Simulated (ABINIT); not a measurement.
An input for ABINIT 10.8.3 (MgO (Fm-3m)):

```
acell 3*1.0 Angstrom
rprim 
  -0.000000000000 2.097001392700 2.097001392700
  2.097001392700 0.000000000000 2.097001392700
  2.097001392700 2.097001392700 0.000000000000
ntypat 2
znucl 12 8
natom 2
typat 1 2
xred 
  0.000000000000 0.000000000000 0.000000000000
  0.500000000000 0.500000000000 0.500000000000
pp_dirpath "pseudos"
pseudos "Mg.upf, O.upf"
ecut 38
ngkpt 6 6 6
nshiftk 1
shiftk 0 0 0
kptopt 1
chksymbreak 0
istwfk *1
occopt 1
irdwfk 1
optdriver 3
nband 109
ecuteps 8.8
inclvkb 2
awtr 1
symchi 1
indata_prefix "in"
outdata_prefix "out"
tmpdata_prefix "tmp"
```

```sh
OMP_NUM_THREADS=1 mpirun -n 8 abinit run.abi > log
```

**Question.** How long will it take on 8 MPI ranks of INTEL XEON PLATINUM 8581C at 2.10GHz (Emerald Rapids), shared host, and how much memory?

It took 43 s; on shared hardware allow 22 s to 86 s. Peak host memory was 1.4 GiB.

[Paths, hosts, dates, memory and timing lines, banners, echoed tables and standing remarks are left out of the program output.]

[Logs are printed without paths, hosts, clocks, repeated set-up lines and the standing remarks that a program may print on its own settings, such as how far it seeks lower states.]

[Runs of the session that timed out or met a known fault of the program may be left out.]

[Hosts, paths, dates, database ids (printed as entryN), source tags and the programs' standing remarks are cut or masked in the printed files.]

[G0W0 gaps are taken among the corrected bands and points alone; a level outside them can change the order at an edge.]

[Where Ansatz stands beside ABINIT at settings called matched, ABINIT's density can come from a denser mesh and the files from another edition; pairs whose starting gaps differed by over 0.03 eV were left out, so agreement reads better than it is.]
